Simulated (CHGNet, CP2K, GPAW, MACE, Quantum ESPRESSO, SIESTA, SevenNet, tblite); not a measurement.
**CP2K on twisted Ti2CO2 MXene bilayer, 38.21° (70 atoms): settings against a plane-wave reference**

Aim: run twisted Ti2CO2 MXene bilayer, 38.21° (70 atoms) in CP2K and see how near its forces come to a plane-wave reference, and at what cost.

Program: CP2K 2026.2. Level of theory: the method is named at each step. Results are calculated unless marked as measured.

### 1. The starting structure

The cell holds 70 atoms: 14 C, 28 Ti and 28 O. Cell: a = 8.017 Å, b = 8.017 Å, c = 23.800 Å, α = 90.0°, β = 90.0°, γ = 120.0°. It derives from Ti2CO2 (Ti2CO2 MXene). Ti2CO2 MXene (a = 3.03 Å) under Ti2CO2 MXene (a = 3.03 Å), bilayer, commensurate cell of 7 unit cells a layer, twist 38.21 deg; facing planes 2.92 Å apart; 12 Å of vacuum; layers as built, displaced by a Gaussian of 0.01 Å. Then every atom was moved at random, 0.03 Å r.m.s. a Cartesian component. Regions: layer 1, 35 atoms (7 C, 14 Ti and 14 O); layer 2, 35 atoms (7 C, 14 Ti and 14 O). Vacuum lies along c.

The yardstick, on the same geometry:

```
method                                           : Kohn-Sham DFT, PBE, SSSP efficiency 1.3.0 pseudopotentials, plane waves (Quantum ESPRESSO 7.5); sssp-pbe-1.3.0-efficiency, cutoffs 60/480 Ry, Γ point
r.m.s. force component                           : 0.4741 eV/Å
longest force                                    : 1.644 eV/Å
gap (highest filled to lowest empty level) : 0.3976 eV
time                                             : 29 min on 1 thread of Arm Neoverse V2, shared host
CPU time                                         : 29 min
```

### 2. PBE, DZVP-MOLOPT-SR, 800/50 Ry, diagonalisation

Method: Kohn-Sham DFT, PBE, GTH-PBE pseudopotentials, Gaussian and plane waves, DZVP-MOLOPT-SR-GTH, diagonalisation.

Input file input.inp:

```
&GLOBAL
  PROJECT cell
  RUN_TYPE ENERGY_FORCE
  PRINT_LEVEL LOW
&END GLOBAL
&FORCE_EVAL
  METHOD QS
  &DFT
    BASIS_SET_FILE_NAME BASIS_MOLOPT
    POTENTIAL_FILE_NAME GTH_POTENTIALS
    &MGRID
      CUTOFF 800
      REL_CUTOFF 50
      NGRIDS 5
    &END MGRID
    &QS
      EPS_DEFAULT 1.0E-12
    &END QS
    &SCF
      SCF_GUESS ATOMIC
      EPS_SCF 5.0E-06
      MAX_SCF 200
      ADDED_MOS 45
      &DIAGONALIZATION
        ALGORITHM STANDARD
      &END DIAGONALIZATION
      &SMEAR ON
        METHOD FERMI_DIRAC
        ELECTRONIC_TEMPERATURE [K] 580
      &END SMEAR
      &MIXING
        METHOD BROYDEN_MIXING
        ALPHA 0.2
        NBROYDEN 12
        BETA 0.05
      &END MIXING
      &PRINT
        &RESTART OFF
        &END RESTART
      &END PRINT
    &END SCF
    &XC
      &XC_FUNCTIONAL PBE
      &END XC_FUNCTIONAL
    &END XC
    &PRINT
      &MULLIKEN ON
      &END MULLIKEN
      &HIRSHFELD ON
        SHAPE_FUNCTION DENSITY
      &END HIRSHFELD
      &MO ON
        EIGENVALUES T
        OCCUPATION_NUMBERS T
        MO_INDEX_RANGE 269 292
        &EACH
          QS_SCF 0
        &END EACH
        ADD_LAST NUMERIC
      &END MO
    &END PRINT
  &END DFT
  &SUBSYS
    &CELL
      A 8.01660 0.00000 0.00000
      B -4.00830 6.94258 0.00000
      C 0.00000 0.00000 23.80000
    &END CELL
    &TOPOLOGY
      COORD_FILE_NAME structure.xyz
      COORD_FILE_FORMAT XYZ
    &END TOPOLOGY
    &KIND C
      BASIS_SET DZVP-MOLOPT-SR-GTH-q4
      POTENTIAL GTH-PBE-q4
    &END KIND
    &KIND Ti
      BASIS_SET DZVP-MOLOPT-SR-GTH-q12
      POTENTIAL GTH-PBE-q12
    &END KIND
    &KIND O
      BASIS_SET DZVP-MOLOPT-SR-GTH-q6
      POTENTIAL GTH-PBE-q6
    &END KIND
  &END SUBSYS
  &PRINT
    &FORCES ON
    &END FORCES
  &END PRINT
&END FORCE_EVAL
```

Input file structure.xyz:

```xyz
70

C -3.99688 6.94001 8.22028
Ti 0.57030 1.65164 9.54713
Ti 1.75724 0.29242 6.92413
O 1.72934 0.36810 10.43273
O 0.56092 1.65900 5.96880
C -0.55222 2.93525 8.20386
Ti -0.00685 4.65646 9.57807
Ti 1.15078 3.31300 6.88962
O 1.15162 3.25697 10.38703
O 0.04541 4.67798 5.96785
C -1.15114 5.96263 8.19315
Ti 3.42245 0.67260 9.59854
Ti 0.54421 6.28838 6.92509
O 0.53739 6.27880 10.45463
O 3.45407 0.66892 5.96476
C 2.30225 1.92261 8.27336
Ti 2.89235 3.70713 9.53285
Ti 4.00998 2.28827 6.96745
O 4.01940 2.26168 10.40917
O 2.84393 3.67144 6.03187
C 1.69836 5.00442 8.23004
Ti 2.30858 6.58650 9.51119
Ti 3.43599 5.32524 6.89914
O 3.50361 5.33864 10.38822
O 2.27010 6.59899 6.01212
C 5.21091 0.97758 8.23908
Ti 5.70064 2.61950 9.57284
Ti 6.91159 1.28979 6.92128
O 6.88017 1.30312 10.43630
O 5.72377 2.64429 6.00165
C 4.60169 3.96255 8.22028
Ti -2.88409 5.59954 9.52071
Ti -1.68192 4.31391 6.90581
O -1.68204 4.27996 10.45796
O -2.87700 5.53615 5.97523
C 5.77051 3.88576 15.58733
Ti 4.65628 2.55431 16.84635
Ti 4.07003 4.17041 14.27810
O 4.05119 4.20623 17.78860
O 4.66807 2.58903 13.32871
C 3.43315 5.83031 15.59352
Ti 2.29808 4.54163 16.85992
Ti 1.75010 6.21569 14.29737
O 1.75824 6.22881 17.85119
O 2.33536 4.51608 13.34799
C 2.95989 2.87728 15.56710
Ti 1.75419 1.54209 16.89372
Ti 1.17832 3.25433 14.24168
O 1.23408 3.24455 17.80073
O 1.74501 1.64616 13.40107
C 5.20057 0.89261 15.54307
Ti 0.07091 6.54637 16.89729
Ti 3.51985 1.20801 14.25525
O 3.48349 1.15948 17.78288
O 0.00313 6.50686 13.31872
C 0.60950 4.87022 15.57758
[... 10 atom lines left out ...]
Ti -2.83435 5.54157 16.90062
Ti 0.65852 0.30415 14.30261
O 0.59030 0.18446 17.81882
O -2.82457 5.46881 13.36632
```

Run with:

```sh
OMP_NUM_THREADS=2 cp2k.psmp -i input.inp > output.txt
```

Numbers of over 12 decimals in the logs are rounded to 6 here.

The log of the run:

```text
CP2K| version string:                                       CP2K version 2026.2
 CP2K| Input file name                                                 input.inp
 GLOBAL| Basis set file name                                        BASIS_MOLOPT
 GLOBAL| Potential file name                                      GTH_POTENTIALS
 GLOBAL| Run type                                                   ENERGY_FORCE
 GLOBAL| Total number of message passing processes                             1
 GLOBAL| Number of threads for this process                                    2
 TOTAL NUMBERS AND MAXIMUM NUMBERS
  Total number of            - Atomic kinds:                                   3
                             - Atoms:                                         70
                             - Shell sets:                                    70
                             - Shells:                                       434
                             - Primitive Cartesian functions:                378
                             - Cartesian basis functions:                   1456
                             - Spherical basis functions:                   1274
  Maximum angular momentum of- Orbital basis functions:                        3
                             - Local part of the GTH pseudopotential:          2
                             - Non-local part of the GTH pseudopotential:      3
 SCF PARAMETERS         Density guess:                                    ATOMIC
                        max_scf:                                             200
                        eps_scf:                                        5.00E-06
                        added MOs                                        45    0
                        Mixing method:                            BROYDEN_MIXING
                                                charge density mixing in g-space
                        Smear method:                                FERMI_DIRAC
                        Electronic temperature [K]:                        580.0
                        Electronic temperature [a.u.]:                  1.84E-03
                        Accuracy threshold:                             1.00E-10
 Extrapolation method: initial_guess
 Number of electrons:                                                        560
 Number of occupied orbitals:                                                280
 Number of molecular orbitals:                                               325
 Number of orbital functions:                                               1274
 Number of independent orbital functions:                                   1274
 SCF WAVEFUNCTION OPTIMIZATION
  Step     Update method      Time    Convergence         Total energy    Change
     1 NoMix/Diag. 0.20E+00    8.8     1.92364040     -2168.9172320681 -2.17E+03
     2 Broy./Diag. 0.20E+00   13.2     0.33913425     -2153.7385939634  1.52E+01
     3 Broy./Diag. 0.20E+00   13.5     0.09361120     -2159.5708064400 -5.83E+00
     4 Broy./Diag. 0.20E+00   13.7     0.25467405     -2158.7244054185  8.46E-01
[...]
22 Broy./Diag. 0.20E+00   14.3     0.00000558     -2161.3386374042 -7.48E-05
    23 Broy./Diag. 0.20E+00   14.5     0.00000276     -2161.3384022201  2.35E-04
  *** SCF run converged in    23 steps ***
  Electronic density on regular grids:       -559.9999999994        0.0000000006
  Core density on regular grids:              559.9999999998       -0.0000000002
  Total charge density on r-space grids:        0.0000000003
  Total charge density g-space grids:           0.0000000003
  Overlap energy of the core charge distribution:               1.66e-12
  Self energy of the core charge distribution:              -4342.598121
  Core Hamiltonian energy:                                   1144.534164
  Hartree energy:                                            1364.855524
  Exchange-correlation energy:                               -328.128718
  Electronic entropic energy:                                  -0.00125112
  Fermi energy:                                                 0.109553
  Total energy:                                             -2161.338402
  Total energy (extrapolated to T->0):                      -2161.337777
 MO| EIGENVALUES AND OCCUPATION NUMBERS
 MO|
 MO|  Index      Eigenvalue [a.u.]        Eigenvalue [eV]             Occupation
 MO|    269               0.026528               0.721851               2.000000
 MO|    270               0.026706               0.726714               2.000000
 MO|    271               0.028088               0.764312               2.000000
[...]
MO|    291               0.128560               3.498294               0.000064
 MO|    292               0.129454               3.522631               0.000039
 MO| Sum:                                                             560.000000
 MO| E(Fermi):            0.109553 a.u.          2.981085 eV
 !-----------------------------------------------------------------------------!
                     Mulliken Population Analysis
 #  Atom  Element  Kind  Atomic population                           Net charge
       1     C        1          4.244958                             -0.244958
       2     Ti       2         11.378078                              0.621922
       3     Ti       2         11.349245                              0.650755
[...]
69     O        3          6.533530                             -0.533530
      70     O        3          6.540021                             -0.540021
 # Total charge                            560.000000                  0.000000
 !-----------------------------------------------------------------------------!
 !-----------------------------------------------------------------------------!
                           Hirshfeld Charges
  #Atom  Element  Kind  Ref Charge     Population                    Net charge
      1       C      1       4.000          4.340                        -0.340
      2       Ti     2      12.000         11.572                         0.428
      3       Ti     2      12.000         11.570                         0.430
[...]
69       O      3       6.000          6.259                        -0.259
     70       O      3       6.000          6.267                        -0.267
  Total Charge                                                           -0.000
 !-----------------------------------------------------------------------------!
 ENERGY| Total FORCE_EVAL ( QS ) energy [hartree]          -2161.338301
 FORCES| Atomic forces [hartree/bohr]
 FORCES|   Atom     x               y               z               |f|
 FORCES|      1  3.90354090E-03 -1.06748712E-02 -3.47243786E-03   1.18847941E-02
 FORCES|      2 -6.72846111E-03  8.95383522E-03 -1.63091666E-02   1.97846473E-02
 FORCES|      3 -2.90247666E-03  1.17679226E-02  5.13649810E-03   1.31640414E-02
[...]
FORCES|     69  4.70947521E-03  6.19524951E-03 -2.95038391E-03   8.32256201E-03
 FORCES|     70  3.91791651E-03  1.17731186E-02 -9.30609882E-04   1.24427660E-02
 FORCES| Sum     9.13659628E-05  6.02674248E-05  2.97024036E-03
 FORCES| Total atomic force                                       2.97225633E-03
```

Wall time 6 min (2 threads of Arm Neoverse V2, shared host); peak memory 6.7 GiB; 11 min of CPU time.

Banners, paths, timers and routine set-up lines are dropped from the logs unmarked, and long logs keep their key lines alone; longer cuts are marked.

Numbers from this run, and their distance from the reference:

| Quantity | Value |
| --- | --- |
| r.m.s. force component | 0.4848 eV/Å |
| r.m.s. difference of force components | 20.88 meV/Å |
| longest difference of force vectors | 69.56 meV/Å |
| force difference over r.m.s. force | 4.404 % |
| slope of forces against the reference's | 1.022 |
| correlation of force components | 0.9993 |

Length of the force difference by element (eV/Å):

```csv
element,atoms,mean,most
C,14,0.020,0.032
O,28,0.020,0.058
Ti,28,0.049,0.070
```

A closer look about Ti57, picked at random: 9 atoms, nearest first, numbered in the order of the input, with positions taken from that point.

| atom | x | y | z | distance (Å) | bonds | Hirshfeld charge (e) | Fx | Fy | Fz (eV/Å) |
| --- | --- | --- | --- | --- | --- | --- | --- | --- | --- |
| Ti57 | 0.00 | 0.00 | 0.00 | 0.00 | 6 | 0.43 | 0.57 | -0.20 | 0.49 |
| O59 | -0.52 | 1.64 | 0.93 | 1.95 | 3 | -0.26 | -0.02 | -0.42 | 0.14 |
| O64 | -1.12 | -1.35 | 0.93 | 1.99 | 3 | -0.27 | 0.12 | -0.10 | -0.14 |
| O49 | 1.81 | -0.35 | 0.94 | 2.07 | 3 | -0.27 | -0.47 | -0.59 | -0.10 |
| C36 | -1.67 | 0.29 | -1.27 | 2.12 | 6 | -0.34 | 0.37 | -0.71 | -0.30 |
| C56 | 1.18 | 1.28 | -1.28 | 2.16 | 6 | -0.35 | -0.06 | -0.27 | -0.03 |
| C61 | 0.64 | -1.72 | -1.25 | 2.22 | 6 | -0.34 | -0.37 | -0.16 | -0.56 |
| Ti37 | -2.79 | -1.04 | -0.01 | 2.98 | 6 | 0.43 | -0.60 | 0.71 | 0.54 |
| Ti67 | -2.26 | 1.95 | 0.04 | 2.98 | 6 | 0.44 | -0.46 | 0.05 | 0.18 |

Forces lie 4.4 % from the reference's, at 0.38 times its CPU time (on 2 against 1 cores).

### 3. PBE, DZVP-MOLOPT-SR, 560/50 Ry, diagonalisation

Method: Kohn-Sham DFT, PBE, GTH-PBE pseudopotentials, Gaussian and plane waves, DZVP-MOLOPT-SR-GTH, diagonalisation.

input.inp, as its differences from that of step 2:

```diff
@@ -11,5 +11,4 @@
     &MGRID
-      CUTOFF 800
+      CUTOFF 560
       REL_CUTOFF 50
-      NGRIDS 5
     &END MGRID
@@ -68,6 +67,30 @@
     &END CELL
-    &TOPOLOGY
-      COORD_FILE_NAME structure.xyz
-      COORD_FILE_FORMAT XYZ
-    &END TOPOLOGY
+    &COORD
+      SCALED
+      C 0.00124 0.99963 0.34539
+      Ti 0.19009 0.23790 0.40114
+      Ti 0.24026 0.04212 0.29093
+      O 0.24223 0.05302 0.43835
+      O 0.18945 0.23896 0.25079
+      C 0.14251 0.42279 0.34470
+      Ti 0.33450 0.67071 0.40244
+      Ti 0.38215 0.47720 0.28948
+      O 0.37822 0.46913 0.43643
+      O 0.34257 0.67381 0.25075
+      C 0.28583 0.85885 0.34425
+      Ti 0.47536 0.09688 0.40330
+      Ti 0.52077 0.90577 0.29097
+      O 0.51923 0.90439 0.43927
+      O 0.47904 0.09635 0.25062
+      C 0.42565 0.27693 0.34762
+      Ti 0.62778 0.53397 0.40054
+      Ti 0.66501 0.32960 0.29275
+      O 0.66427 0.32577 0.43736
+      O 0.61917 0.52883 0.25344
+[... 46 atom lines left out ...]
+      Ti 0.04554 0.79820 0.71011
+      Ti 0.10405 0.04381 0.60095
+      O 0.08692 0.02657 0.74869
+      O 0.04152 0.78772 0.56161
+    &END COORD
     &KIND C
```

Run with:

```sh
OMP_NUM_THREADS=1 mpirun -np 4 cp2k.psmp -i input.inp > output.txt
```

The log of the run:

```text
CP2K| version string:                                       CP2K version 2026.2
 CP2K| Input file name                                                 input.inp
 GLOBAL| Basis set file name                                        BASIS_MOLOPT
 GLOBAL| Potential file name                                      GTH_POTENTIALS
 GLOBAL| Run type                                                   ENERGY_FORCE
 GLOBAL| Total number of message passing processes                             4
 GLOBAL| Number of threads for this process                                    1
 TOTAL NUMBERS AND MAXIMUM NUMBERS
  Total number of            - Atomic kinds:                                   3
                             - Atoms:                                         70
[... lines left out ...]
                        Smear method:                                FERMI_DIRAC
[... lines left out ...]
 Number of electrons:                                                        560
[... lines left out ...]
  Step     Update method      Time    Convergence         Total energy    Change
[... lines left out ...]
  *** SCF run converged in    23 steps ***
[... lines left out ...]
  Fermi energy:                                                 0.109553
  Total energy:                                             -2161.338614
  Total energy (extrapolated to T->0):                      -2161.337988
[... lines left out ...]
 MO| E(Fermi):            0.109553 a.u.          2.981086 eV
[... lines left out ...]
       2     Ti       2         11.378064                              0.621936
       3     Ti       2         11.349217                              0.650783
[...]
69     O        3          6.533539                             -0.533539
      70     O        3          6.540059                             -0.540059
 # Total charge                            560.000000                  0.000000
 !-----------------------------------------------------------------------------!
 !-----------------------------------------------------------------------------!
                           Hirshfeld Charges
  #Atom  Element  Kind  Ref Charge     Population                    Net charge
      1       C      1       4.000          4.340                        -0.340
      2       Ti     2      12.000         11.572                         0.428
      3       Ti     2      12.000         11.570                         0.430
[...]
69       O      3       6.000          6.259                        -0.259
     70       O      3       6.000          6.267                        -0.267
  Total Charge                                                           -0.000
 !-----------------------------------------------------------------------------!
 ENERGY| Total FORCE_EVAL ( QS ) energy [hartree]          -2161.338513
 FORCES| Atomic forces [hartree/bohr]
 FORCES|   Atom     x               y               z               |f|
 FORCES|      1  3.89648541E-03 -1.06743367E-02 -3.49350788E-03   1.18881731E-02
 FORCES|      2 -6.73571040E-03  8.96819181E-03 -1.62396520E-02   1.97363765E-02
 FORCES|      3 -2.87868287E-03  1.17633323E-02  5.02065212E-03   1.31099103E-02
[...]
FORCES|     69  4.33349379E-03  5.99628922E-03 -2.36460626E-03   7.76698240E-03
 FORCES|     70  3.88633084E-03  1.18692262E-02 -1.78916708E-03   1.26167831E-02
 FORCES| Sum    -2.89100027E-04 -7.52056138E-04 -7.13567640E-03
 FORCES| Total atomic force                                       7.18101977E-03
```

It took 2.7 min on 4 MPI ranks; peak memory 5.7 GiB.

Numbers from this run, and their distance from the reference:

```yaml
r_m_s_force_component: 0.4829 eV/Å
r_m_s_difference_of_force_components: 26.26 meV/Å
longest_difference_of_force_vectors: 80.6 meV/Å
force_difference_over_r_m_s_force: 5.54 %
slope_of_forces_against_the_reference_s: 1.017
correlation_of_force_components: 0.9987
energy_less_the_same_level_run_s: -0.0822 meV/atom
r_m_s_force_difference_from_the_same_level_run: 20.54 meV/Å
```

Against the first run (4.4 %), the force difference from the reference is 5.5 %, at 1.0 times the CPU time (on 4 against 2 cores): the grid matters here.

[end of part 1 of 2]

[Also dropped from logs without a mark: logging warnings of Python, and SIESTA's first energy breakdown and zero terms.]

[Logs are printed without paths, hosts, clocks, repeated set-up lines and the standing remarks that a program may print on its own settings, such as how far it seeks lower states.]

[Hosts, paths, dates, database ids (printed as entryN), source tags and the programs' standing remarks are cut or masked in the printed files.]
